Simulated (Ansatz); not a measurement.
The compound is LiFeF4 (Amm2).

```
Li Fe F
1.0
     0.00000    2.14673   -2.14673
     3.17749   -2.33680   -2.33680
    -3.17749   -2.33680   -2.33680
Li Fe F
1 1 4
Direct
  0.50000 0.99709 0.99709
  0.00000 0.49599 0.49599
  0.00000 0.78256 0.20956
  0.50000 0.32312 0.32312
  0.00000 0.20956 0.78256
  0.50000 0.66867 0.66867
```

The cell is the Materials Project's (PBE, PBE+U or r2SCAN) relaxed one; the ions were relaxed with LDA. PAW set soft_2, made with PBE.

A constrained-RPA run (Ansatz 0.2.0; non-magnetic LDA; Fe d, bands v3 to c2, 6×4×4 mesh, medium accuracy) builds 5 functions on bands 2.6 eV wide, with 5.0 electrons in the window. The bare on-site interaction is 20.3 eV and the bare J 0.67 eV.

Question: Estimate U, U′ and J.

On the Fe d shell, U = 6.17 eV (30 % of the bare value), U′ = 5.07 eV, J = 0.54 eV.

The parent state is non-magnetic and the interaction static (zero frequency); U depends on the window and the orbitals, so it belongs to this model alone.

[Paths, hosts, dates, memory and timing lines, banners, echoed tables and standing remarks are left out of the program output.]

[Logs are printed without paths, hosts, clocks, repeated set-up lines and the standing remarks that a program may print on its own settings, such as how far it seeks lower states.]

[Runs of the session that timed out or met a known fault of the program may be left out.]

[Hosts, paths, dates, database ids (printed as entryN), source tags and the programs' standing remarks are cut or masked in the printed files.]
